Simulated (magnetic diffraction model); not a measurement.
## Solving a magnetic structure from powder neutron data: TlVBr₄

Space group Pnma (no. 62), a = 11.9120 Å, b = 7.3910 Å, c = 9.6490 Å.

```csv
site,atom,x,y,z
4c,Tl,0.8260,3/4,0.8337
8d,Br,0.0737,0.4919,0.8318
4c,Br,0.7849,3/4,0.4500
4c,Br,0.0903,3/4,0.4131
4c,V,0.9356,3/4,0.3020
```

The compound is invented for this exercise: a known structure type with other elements, its cell scaled to their sizes and not relaxed.

Only V is taken to order (form factors of V3+); orders and moment sizes are assumed, and not adapted to the symmetry. Radiation: neutrons of λ = 1.909 Å, 5° to 35°; isotropic B of 0.4 Å² (Tl), 0.41 Å² (Br) and 0.5 Å² (V). The intensities are simulated: I ∝ L Σ (|F_N|² + |F_M⊥|²) for unpolarised neutrons, with F_M = 2.695 fm/μB × Σ f(s) S exp(2πi Q·r) exp(−B s²) at Q = H ± k (one set where k and −k are equivalent), only the part normal to Q counting and L = 1/(sin²θ cos θ). For collinear order S is the moment m, which repeats by lattice and centring translations R with the sign exp(−2πi k·R). Form factors are spin-only for 3d ions and dipole or tabulated for f ions, scattering lengths are Sears's of 1992, and absorption is left out. A label names one of the reflections at its angle. The strongest nuclear line in the range is 100, and lines under 0.2 are left out.

Above the ordering temperature:

```tsv
2θ (°)	index	I
14.63	(1 0 1)	7.3
18.73	(0 1 1)	4.0
20.90	(1 1 1)	1.9
21.71	(2 0 1)	0.5
22.82	(0 0 2)	2.8
23.75	(2 1 0)	14.9
24.65	(1 0 2)	3.6
26.40	(2 1 1)	23.3
28.89	(1 1 2)	89.0
29.50	(2 0 2)	14.9
29.94	(0 2 0)	19.6
30.13	(3 0 1)	1.4
33.18	(2 1 2)	15.3
33.47	(1 2 1)	90.5
33.75	(3 1 1)	100.0
```

Below it (cell unchanged):

```tsv
2θ (°)	I
10.40	35.4
14.63	7.3
16.69	11.6
18.73	4.0
19.19	6.4
20.90	1.9
21.71	0.5
22.82	2.8
23.26	7.9
23.53	7.7
23.75	14.9
24.65	3.6
24.97	2.8
26.40	23.3
26.98	5.0
28.63	3.8
28.89	89.0
29.50	14.9
29.85	0.6
29.94	19.6
29.99	2.1
30.13	1.4
31.57	3.6
32.81	3.2
32.88	2.2
33.18	15.3
33.47	90.5
33.75	100.0
33.96	1.5
```

**Question.** Find the propagation vector, then choose among these models:
A. collinear moments along [101], 1.85 μB on V; signs + at (0.9356, 3/4, 0.3020), + at (0.5644, 1/4, 0.8020), − at (0.4356, 3/4, 0.1980), − at (0.0644, 1/4, 0.6980)
B. collinear moments along [001], 1.85 μB on V; signs + at (0.9356, 3/4, 0.3020), + at (0.5644, 1/4, 0.8020), − at (0.4356, 3/4, 0.1980), − at (0.0644, 1/4, 0.6980)
C. collinear moments along [001], 1.85 μB on V; signs + at (0.9356, 3/4, 0.3020), − at (0.5644, 1/4, 0.8020), − at (0.4356, 3/4, 0.1980), + at (0.0644, 1/4, 0.6980)
D. collinear moments along [101], 1.85 μB on V; signs + at (0.9356, 3/4, 0.3020), − at (0.5644, 1/4, 0.8020), − at (0.4356, 3/4, 0.1980), + at (0.0644, 1/4, 0.6980)

The new lines index as (1/2 1/2 1/2) at 10.40°, (3/2 1/2 -1/2) at 16.69°, (1/2 1/2 3/2) at 19.19° and (3/2 1/2 3/2) at 23.26°, that is as H ± k with k = (1/2 1/2 1/2). Half indices mean that the moments reverse under translations with k·R a half-integer, and the magnetic cell has twice the primitive volume.

Magnetic intensity, observed (below minus above) and for each model:

| 2θ (°) | index | observed | A | B | C | D |
| --- | --- | --- | --- | --- | --- | --- |
| 16.69 | (3/2 1/2 1/2) | 11.6 | 11.6 | 16.4 | 16.4 | 11.6 |
| 19.19 | (1/2 1/2 3/2) | 6.4 | 6.4 | 2.8 | 2.8 | 6.4 |
| 23.26 | (3/2 1/2 -3/2) | 7.9 | 7.9 | 3.9 | 3.9 | 7.9 |
| 24.97 | (5/2 1/2 1/2) | 2.8 | 2.8 | 6.7 | 6.7 | 2.8 |
| 29.85 | (5/2 1/2 3/2) | 0.6 | 0.6 | 3.0 | 3.0 | 0.6 |
| 29.99 | (1/2 1/2 5/2) | 2.1 | 2.1 | 0.4 | 0.4 | 2.1 |
| 32.81 | (3/2 1/2 -5/2) | 3.2 | 3.2 | 0.8 | 0.8 | 3.2 |
| 33.96 | (7/2 1/2 1/2) | 1.5 | 1.5 | 3.0 | 3.0 | 1.5 |

Models A and D match alike on every line, so these data can't choose among them (such ties are often domains of one structure).

The structure used: k = (1/2 1/2 1/2), collinear moments along [101], 1.85 μB on V; signs + at (0.9356, 3/4, 0.3020), + at (0.5644, 1/4, 0.8020), − at (0.4356, 3/4, 0.1980), − at (0.0644, 1/4, 0.6980).

[Logs are printed without paths, hosts, clocks, repeated set-up lines and the standing remarks that a program may print on its own settings, such as how far it seeks lower states.]
